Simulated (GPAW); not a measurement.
# STM contrast on N/Cu(110)

Wanted: filled- and empty-state images of N/Cu(110), with its work function.

Program: GPAW 26.7.0. Level of theory: GPAW, PAW setups; slab in vacuum, relaxation, in the first sound run; inputs show where later runs differ. Results are calculated unless marked as measured.

Most raw output is cut from this account.

## 1. Set-up

The cell holds 6 atoms: 5 Cu and 1 N. Cell: a = 3.610 Å, b = 2.553 Å, c = 20.034 Å, α = 90.0°, β = 90.0°, γ = 90.0°. Vacuum lies along c.

Coordinates:

```cif
data_structure
_symmetry_space_group_name_H-M 'P 1'
_symmetry_Int_Tables_number 1
_cell_length_a 3.6100
_cell_length_b 2.5527
_cell_length_c 20.0342
_cell_angle_alpha 90.000
_cell_angle_beta 90.000
_cell_angle_gamma 90.000
_cell_volume 184.62
loop_
_atom_site_label
_atom_site_type_symbol
_atom_site_fract_x
_atom_site_fract_y
_atom_site_fract_z
_atom_site_occupancy
Cu1 Cu 0.00000 0.00000 0.34940 1
Cu2 Cu 0.50000 0.50000 0.41311 1
Cu3 Cu 0.00000 0.00000 0.47682 1
Cu4 Cu 0.50000 0.50000 0.54052 1
Cu5 Cu 0.00000 0.00000 0.60423 1
N6 N 0.50000 0.00000 0.65060 1
```

## 2. Relaxation

The atoms are relaxed first, since the surface dipole, and with it the work function, follows the positions of the outer layers. The lowest 3 atoms are held at bulk positions and keep their forces.

The input, run.py:

```python
import json
import numpy as np
from ase import Atoms
from ase.constraints import FixAtoms
from ase.optimize import BFGS
from gpaw import GPAW, PW

slab = Atoms(
    ['Cu', 'Cu', 'Cu', 'Cu', 'Cu', 'N'],
    positions=[
        [0.00000, 0.00000, 7.00000],
        [1.80500, 1.27633, 8.27633],
        [0.00000, 0.00000, 9.55266],
        [1.80500, 1.27633, 10.82898],
        [0.00000, 0.00000, 12.10531],
        [1.80500, 0.00000, 13.03422]],
    cell=[[3.61, 0.0, 0.0], [0.0, 2.55266, 0.0], [0.0, 0.0, 20.03422]],
    pbc=[True, True, False])

slab.calc = GPAW(mode=PW(500), xc='PBE', kpts={'size': (9, 12, 1), 'gamma': True},
                 occupations={'name': 'fermi-dirac', 'width': 0.1}, nbands='160%',
                 convergence={'density': 1e-05}, maxiter=200,
                 poissonsolver={'dipolelayer': 'xy'},
                 symmetry={'tolerance': 1e-3, 'extra_ids': [1, 1, 1, 0, 0, 0]}, txt='slab.txt')
result = {}
slab.set_constraint(FixAtoms([0, 1, 2]))
path = []
opt = BFGS(slab, maxstep=0.2)
opt.attach(lambda: path.append((slab.get_potential_energy(), slab.positions.tolist(), slab.get_forces().tolist())))
result['relaxed'] = bool(opt.run(fmax=0.03, steps=40))
result['path'] = path
energy = slab.get_potential_energy()
fermi = slab.calc.get_fermi_level()
v = slab.calc.get_electrostatic_potential().mean((0, 1)) - fermi
n = slab.calc.get_pseudo_density().mean((0, 1))
L = slab.cell[2, 2]
z = np.arange(len(v)) * L / len(v)
low, high = slab.positions[:, 2].min(), slab.positions[:, 2].max()
below, above = np.interp([low - 4.8, high + 4.8], z, v)
slopes = [np.interp(x, z, np.gradient(v, z)) for x in (low - 4.8, high + 4.8)]
eps = np.array([[slab.calc.get_eigenvalues(k, s) for k in range(len(slab.calc.get_ibz_k_points()))]
                for s in range(slab.calc.get_number_of_spins())]) - fermi
top, bottom = eps[eps < 0].max(), eps[eps > 0].min()
dipole = slab.get_dipole_moment()[2]
print(f'energy {energy:.4f} eV, Fermi level {fermi:.4f} eV, dipole {dipole:.5f} e A')
print(f'potential 4.8 A off the faces, from the Fermi level: lower {below:.4f} eV, upper {above:.4f} eV')
print(f'slope of the potential there: lower {slopes[0]:.5f}, upper {slopes[1]:.5f} eV/A')
print(f'nearest levels on the mesh: {top:.4f} and {bottom:.4f} eV')
print('magnetic moment', round(slab.get_magnetic_moment(), 3))
result.update(energy=energy, fermi=fermi, dipole=dipole, below=below, above=above, slopes=slopes, edges=[top, bottom],
              z=z.tolist(), v=v.tolist(), n=n.tolist(), positions=slab.positions.tolist(),
              forces=slab.get_forces(apply_constraint=False).tolist(), moments=slab.get_magnetic_moments().tolist())
json.dump(result, open('result.json', 'w'))
```

Command:

```console
> OMP_NUM_THREADS=1 OPENBLAS_NUM_THREADS=1 python run.py
```

The job ended after 24 min (1 thread of Arm Neoverse V2, shared host; peak memory 0.35 GiB).

The steps of the relaxation:

```csv
step,energy less that of the first step (eV),largest force (eV/Å)
1,0.0000,2.2913
2,-0.1278,2.1546
3,-0.7232,1.5022
4,-1.0294,0.6650
5,-1.0770,0.4814
6,-1.0798,0.3875
7,-1.0927,0.1588
8,-1.1014,0.1044
9,-1.1020,0.0219
```

The atoms that moved most (Å):

```csv
atom,dx,dy,dz,length
N6,0.000,0.000,-0.620,0.620
Cu5,0.000,0.000,0.510,0.510
Cu4,0.000,0.000,0.077,0.077
```

The relaxed structure:

```
Cu N
1.0
     3.61000    0.00000    0.00000
     0.00000    2.55266    0.00000
     0.00000    0.00000   20.03422
Cu N
5 1
Cartesian
  0.0000 0.0000 7.0000
  1.8050 1.2763 8.2763
  0.0000 0.0000 9.5527
  1.8050 1.2763 10.9059
  0.0000 0.0000 12.6148
  1.8050 0.0000 12.4140
```

Numbers from this step:

```yaml
dipole_along_the_normal: -0.03808 e·Å
levels_nearest_the_fermi_level_on_the_mesh: -0.005921, 0.04647 eV from the Fermi level
upper_work_function: 5.029 eV
lower_work_function: 4.289 eV
```

The electrostatic potential energy of an electron (without an applied field's), less the Fermi level, planar mean oscillates, so the rows of the table below give means over windows of 1.34 Å about each position, cut where the curve ends. Its maxima inside the range that stand out by 2 % of the span (Å: eV): 7.6: -5.01, 8.9: -5.27, 10.2: -4.48, 11.6: -2.07. Its minima: 7.1: -10.4, 8.3: -11.1, 9.5: -11.0, 10.9: -11.1, 12.5: -20.9.

The electrostatic potential energy of an electron (without an applied field's), less the Fermi level, planar mean by z; means over each step:

z (Å), electrostatic potential energy of an electron (without an applied field's), less the Fermi level, planar mean (eV) and a bar from the least value:
```
     0.67        4.3 #############################
     2.01        4.3 #############################
     3.35        4.3 #############################
     4.69        4.2 ############################
     6.03        1.0 ######################
     7.37       -7.7 ######
     8.71       -8.1 #####
    10.05       -7.6 ######
    11.39       -6.2 #########
    12.73      -11.0 
    14.07        4.1 ############################
    15.41        5.0 ##############################
    16.75        5.0 ##############################
    18.09        5.0 ##############################
    19.43        5.0 ##############################
```

The pseudo valence density, planar mean oscillates, so the rows of the table below give means over windows of 0.5 Å about each position, cut where the curve ends. Its maxima inside the range that stand out by 2 % of the span (Å: e/Å³): 7.06: 1.50, 8.20: 1.51, 9.54: 1.56, 10.88: 1.52, 12.59: 1.95. Its minima: 7.63: 0.459, 8.97: 0.467, 10.30: 0.415, 11.64: 0.359.

The pseudo valence density, planar mean by z; means over each step:

```csv
z (Å),"pseudo valence density, planar mean (e/Å³)"
3.5,1.3e-4
4.0,4.7e-4
4.5,0.00164
5.0,0.00606
5.5,0.0214
6.0,0.0871
6.5,0.479
7.0,1.28
7.5,0.636
8.0,0.996
8.5,1.09
9.0,0.616
9.5,1.29
10.0,0.680
10.5,0.740
11.0,1.23
11.5,0.463
12.0,0.695
12.5,1.62
13.0,0.878
13.5,0.167
14.0,0.0327
14.5,0.00784
15.0,0.00188
15.5,4.5e-4
16.0,1.1e-4
```

The relaxation lowered the energy of the cell by 1.10 eV (energies extrapolated to zero smearing; the optimiser's log prints free energies). The largest force left on a free atom is 0.022 eV/Å.

## 3. The slab's potential

With the geometry fixed, the planar mean of the potential gives the vacuum level on each side.

This step: GPAW, PAW setups; slab in vacuum (GPAW 26.7.0).

Changes to run.py since step 2:

```diff
@@ -3,4 +3,3 @@
 from ase import Atoms
-from ase.constraints import FixAtoms
-from ase.optimize import BFGS
+from ase.dft.stm import STM
 from gpaw import GPAW, PW
@@ -13,5 +12,5 @@
         [0.00000, 0.00000, 9.55266],
-        [1.80500, 1.27633, 10.82898],
-        [0.00000, 0.00000, 12.10531],
-        [1.80500, 0.00000, 13.03422]],
+        [1.80500, 1.27633, 10.90591],
+        [0.00000, -0.00000, 12.61483],
+        [1.80500, -0.00000, 12.41402]],
     cell=[[3.61, 0.0, 0.0], [0.0, 2.55266, 0.0], [0.0, 0.0, 20.03422]],
@@ -23,10 +22,4 @@
                  poissonsolver={'dipolelayer': 'xy'},
-                 symmetry={'tolerance': 1e-3, 'extra_ids': [1, 1, 1, 0, 0, 0]}, txt='slab.txt')
+                 symmetry={'tolerance': 1e-3}, txt='slab.txt')
 result = {}
-slab.set_constraint(FixAtoms([0, 1, 2]))
-path = []
-opt = BFGS(slab, maxstep=0.2)
-opt.attach(lambda: path.append((slab.get_potential_energy(), slab.positions.tolist(), slab.get_forces().tolist())))
-result['relaxed'] = bool(opt.run(fmax=0.03, steps=40))
-result['path'] = path
 energy = slab.get_potential_energy()
@@ -52,2 +45,16 @@
               forces=slab.get_forces(apply_constraint=False).tolist(), moments=slab.get_magnetic_moments().tolist())
+
+# Images need the states of the whole zone, up to time reversal
+slab.calc = slab.calc.fixed_density(symmetry={'point_group': False}, txt='states.txt', nbands='250%',
+                                    convergence={'bands': 'CBM+1.3'})
+stm = STM(slab)
+result['stm'] = []
+for bias in [-1.0, 1.0]:
+    height = high + 3.0
+    current = stm.get_averaged_current(bias, height)
+    x, y, h = stm.scan(bias, current)
+    i, f = divmod(height / L * stm.ldos.shape[2], 1)
+    I = abs((1 - f) * stm.ldos[:, :, int(i)] + f * stm.ldos[:, :, int(i) + 1])
+    print(f'bias {bias} V: mean current at 3.0 A {current:.4e}, corrugation {np.ptp(h):.4f} A')
+    result['stm'].append(dict(bias=bias, current=current, h=(h - high).tolist(), I=I.tolist()))
 json.dump(result, open('result.json', 'w'))
```

It took 6.8 min on 1 thread; peak memory 0.77 GiB.

Numbers from this step:

* dipole along the normal: -0.03818 e·Å
* levels nearest the Fermi level on the mesh: -0.005936, 0.04644 eV from the Fermi level
* lower work function: 4.288 eV
* corrugation -1: 0.3496 Å
* corrugation 1: 0.3888 Å

The electrostatic potential energy of an electron (without an applied field's), less the Fermi level, planar mean oscillates, so the rows of the table below give means over windows of 1.34 Å about each position, cut where the curve ends. Its maxima inside the range that stand out by 2 % of the span (Å: eV): 7.6: -5.01, 8.9: -5.27, 10.2: -4.48, 11.6: -2.07. Its minima: 7.1: -10.4, 8.3: -11.1, 9.5: -11.0, 10.9: -11.1, 12.5: -20.9.

Table of electrostatic potential energy of an electron (without an applied field's), less the Fermi level, planar mean by z; means over each step:

```csv
z (Å),"electrostatic potential energy of an electron (without an applied field's), less the Fermi level, planar mean (eV)"
0.67,4.34
2.01,4.29
3.35,4.28
4.69,4.18
6.03,0.982
7.37,-7.67
8.71,-8.14
10.05,-7.62
11.39,-6.21
12.73,-11.0
14.07,4.11
15.41,5.01
16.75,5.03
18.09,5.03
19.43,4.99
```

Pseudo valence density, planar mean against z:

```csv
z (Å),"pseudo valence density, planar mean (e/Å³)"
0.00,0
0.57,0
1.14,0
1.53,0
2.10,2.9e-6
2.67,1.4e-5
3.24,6.1e-5
3.82,2.6e-4
4.20,7.0e-4
4.77,0.00298
5.34,0.0129
5.91,0.0581
6.49,0.352
7.06,1.50
7.44,0.592
8.01,1.02
8.59,0.880
9.16,0.679
9.73,1.26
10.11,0.444
10.68,1.11
11.26,0.711
11.83,0.443
12.40,1.58
12.78,1.57
13.36,0.219
13.93,0.0359
14.50,0.00675
15.07,0.00133
15.65,2.6e-4
16.03,9.3e-5
16.60,2.0e-5
17.17,3.5e-6
17.74,2.1e-6
18.32,0
18.70,0
19.27,0
19.84,0
```

Tip height over the top atom over a1 and a2. Sample bias -1 V, constant current at the mean current 3.0 Å over the top atom.

Values in Å, 14 rows by 16 columns, each cell a mean:
```
3.15 3.13 3.10 3.05 3.03 3.01 2.99 2.98 2.97 2.98 2.99 3.01 3.03 3.06 3.11 3.14
3.13 3.12 3.09 3.05 3.02 3.00 2.97 2.96 2.95 2.96 2.98 3.00 3.03 3.06 3.10 3.12
3.10 3.09 3.06 3.03 3.00 2.98 2.95 2.94 2.93 2.94 2.95 2.98 3.01 3.03 3.07 3.10
3.09 3.07 3.04 3.00 2.98 2.95 2.92 2.91 2.90 2.91 2.93 2.96 2.98 3.01 3.04 3.08
3.06 3.04 3.02 2.98 2.95 2.92 2.89 2.87 2.86 2.87 2.89 2.92 2.96 2.99 3.02 3.05
3.02 3.02 3.01 2.97 2.92 2.88 2.85 2.83 2.82 2.83 2.85 2.88 2.94 2.98 3.01 3.02
3.00 3.01 3.01 2.98 2.91 2.86 2.83 2.82 2.81 2.82 2.83 2.86 2.93 2.98 3.01 3.01
3.02 3.02 3.01 2.97 2.92 2.88 2.85 2.83 2.82 2.83 2.85 2.88 2.94 2.98 3.01 3.02
3.06 3.04 3.02 2.98 2.95 2.92 2.89 2.87 2.86 2.87 2.89 2.92 2.96 2.99 3.02 3.05
3.09 3.07 3.04 3.00 2.98 2.95 2.92 2.91 2.90 2.91 2.93 2.96 2.98 3.01 3.04 3.08
3.10 3.09 3.06 3.03 3.00 2.98 2.95 2.94 2.93 2.94 2.95 2.98 3.01 3.03 3.07 3.10
3.13 3.12 3.09 3.05 3.02 3.00 2.97 2.96 2.95 2.96 2.98 3.00 3.03 3.06 3.10 3.12
3.15 3.13 3.10 3.05 3.03 3.01 2.99 2.98 2.97 2.98 2.99 3.01 3.03 3.06 3.11 3.14
3.16 3.14 3.10 3.05 3.03 3.01 3.00 2.98 2.98 2.98 3.00 3.02 3.03 3.06 3.11 3.14
```
Columns: a1 from 0 to 0.95; rows upwards: a2 from 0 to 0.929.

Local density of states summed over the bias window over a1 and a2. Sample bias -1 V, constant height 3.0 Å over the top atom.

Ten even steps from '0' (1.85 × 1e-5 arbitrary) to '9' (5.10 × 1e-5 arbitrary):
```
99765544333334455679
88765543322233455678
77654432222222344567
66544322111112234456
55543221100011223455
44443210000000123444
44443210000000123444
44443210000000123444
55543221100011223455
66544322111112234456
77654432222222344567
88765543322233455678
99765544333334455679
99865544333334455689
```
Columns: a1 from 0 to 0.95; rows upwards: a2 from 0 to 0.929.

Tip height over the top atom over a1 and a2. Sample bias 1 V, constant current at the mean current 3.0 Å over the top atom.

Values in Å, 14 rows by 16 columns, each cell a mean:
```
3.16 3.15 3.12 3.07 3.00 2.95 2.89 2.83 2.82 2.84 2.90 2.96 3.02 3.07 3.12 3.15
3.15 3.14 3.11 3.05 2.99 2.95 2.90 2.84 2.82 2.85 2.91 2.96 3.01 3.06 3.11 3.15
3.15 3.14 3.10 3.04 2.98 2.94 2.88 2.84 2.82 2.84 2.89 2.95 3.00 3.05 3.11 3.14
3.14 3.12 3.09 3.03 2.98 2.92 2.86 2.81 2.80 2.82 2.87 2.93 3.00 3.04 3.10 3.13
3.12 3.11 3.08 3.04 2.98 2.91 2.84 2.79 2.78 2.80 2.85 2.92 3.00 3.05 3.09 3.11
3.11 3.10 3.08 3.03 2.96 2.89 2.83 2.80 2.78 2.80 2.84 2.90 2.98 3.04 3.09 3.10
3.10 3.10 3.08 3.03 2.95 2.88 2.83 2.80 2.79 2.81 2.84 2.89 2.97 3.04 3.09 3.10
3.11 3.10 3.08 3.03 2.96 2.89 2.83 2.80 2.78 2.80 2.84 2.90 2.98 3.04 3.09 3.10
3.12 3.11 3.08 3.04 2.98 2.91 2.84 2.79 2.78 2.80 2.85 2.92 3.00 3.05 3.09 3.11
3.14 3.12 3.09 3.03 2.98 2.92 2.86 2.81 2.80 2.82 2.87 2.93 3.00 3.04 3.10 3.13
3.15 3.14 3.10 3.04 2.98 2.94 2.88 2.84 2.82 2.84 2.89 2.95 3.00 3.05 3.11 3.14
3.15 3.14 3.11 3.05 2.99 2.95 2.90 2.84 2.82 2.85 2.91 2.96 3.01 3.06 3.11 3.15
3.16 3.15 3.12 3.07 3.00 2.95 2.89 2.83 2.82 2.84 2.90 2.96 3.02 3.07 3.12 3.15
3.16 3.15 3.12 3.07 3.01 2.95 2.88 2.83 2.82 2.84 2.89 2.96 3.03 3.08 3.13 3.16
```
Columns: a1 from 0 to 0.95; rows upwards: a2 from 0 to 0.929.

Local density of states summed over the bias window over a1 and a2. Sample bias 1 V, constant height 3.0 Å over the top atom.

Ten even steps from '0' (2.02 × 1e-5 arbitrary) to '9' (5.61 × 1e-5 arbitrary):
```
99876532111112356789
99875432111112345789
99765432110112345679
88765432110112345678
87765431100011345677
77765321000001235677
77765321000001235677
77765321000001235677
87765431100011345677
88765432110112345678
99765432110112345679
99875432111112345789
99876532111112356789
99876532111112356789
```
Columns: a1 from 0 to 0.95; rows upwards: a2 from 0 to 0.929.

Force by atom:

```csv
atom,x (eV/Å),y (eV/Å),z (eV/Å),size
Cu1,0.000,0.000,0.246,0.246
Cu2,0.000,0.000,-0.183,0.183
Cu3,0.000,0.000,-0.105,0.105
Cu4,0.000,0.000,0.021,0.021
Cu5,0.000,0.000,0.008,0.008
N6,0.000,0.000,-0.021,0.021
```

The potential is flat to 8.7e-4 eV/Å where it is read, so the vacuum is wide enough.

## 4. A changed run

One more run, with changed settings.

Changes to run.py since step 3:

```diff
@@ -3,3 +3,2 @@
 from ase import Atoms
-from ase.dft.stm import STM
 from gpaw import GPAW, PW
@@ -19,4 +18,4 @@
 slab.calc = GPAW(mode=PW(500), xc='PBE', kpts={'size': (9, 12, 1), 'gamma': True},
-                 occupations={'name': 'fermi-dirac', 'width': 0.1}, nbands='160%',
-                 convergence={'density': 1e-05}, maxiter=200,
+                 occupations={'name': 'fermi-dirac', 'width': 0.1}, nbands='80%',
+                 convergence={'density': 1e-05}, maxiter=75,
                  poissonsolver={'dipolelayer': 'xy'},
@@ -45,16 +44,2 @@
               forces=slab.get_forces(apply_constraint=False).tolist(), moments=slab.get_magnetic_moments().tolist())
-
-# Images need the states of the whole zone, up to time reversal
-slab.calc = slab.calc.fixed_density(symmetry={'point_group': False}, txt='states.txt', nbands='250%',
-                                    convergence={'bands': 'CBM+1.3'})
-stm = STM(slab)
-result['stm'] = []
-for bias in [-1.0, 1.0]:
-    height = high + 3.0
-    current = stm.get_averaged_current(bias, height)
-    x, y, h = stm.scan(bias, current)
-    i, f = divmod(height / L * stm.ldos.shape[2], 1)
-    I = abs((1 - f) * stm.ldos[:, :, int(i)] + f * stm.ldos[:, :, int(i) + 1])
-    print(f'bias {bias} V: mean current at 3.0 A {current:.4e}, corrugation {np.ptp(h):.4f} A')
-    result['stm'].append(dict(bias=bias, current=current, h=(h - high).tolist(), I=I.tolist()))
 json.dump(result, open('result.json', 'w'))
```

Elapsed: 0.62 s, on 1 thread; peak memory 0.1 GiB.

The program refused the input before any cycle.

The program's message: “ValueError: Too few bands! Electrons: 60.0, bands: 80%”

The change that led to it: nbands = "80 % of the filled bands".

## 5. Outcome

| Property | Result |
| --- | --- |
| work function, upper and lower face | 5.029 and 4.288 eV |
| dipole along the normal | -0.0382 e Å |
| corrugation at -1 V | 0.350 Å |
| corrugation at 1 V | 0.389 Å |

**Reading.** The tip height varies by 0.35 to 0.39 Å over the cell, much the same at every bias tried. Negative sample bias images filled states, positive bias empty ones. The two faces differ by 0.74 eV, the step that the slab's dipole makes (e p/(ε0 A) gives 0.75 eV), so the dipole layer is needed. The images are of Tersoff-Hamann type: an s-wave tip, no tip-sample forces, heights closer than in a microscope. The cell of 9.22 Å² holds one N, started on one chosen site; other sites and coverages weren't tried. The in-plane lattice was kept as typed, which isn't the functional's own and leaves some strain; spin-orbit coupling and temperature are left out.

[Logs are printed without paths, hosts, clocks, repeated set-up lines and the standing remarks that a program may print on its own settings, such as how far it seeks lower states.]

[Hosts, paths, dates, database ids (printed as entryN), source tags and the programs' standing remarks are cut or masked in the printed files.]
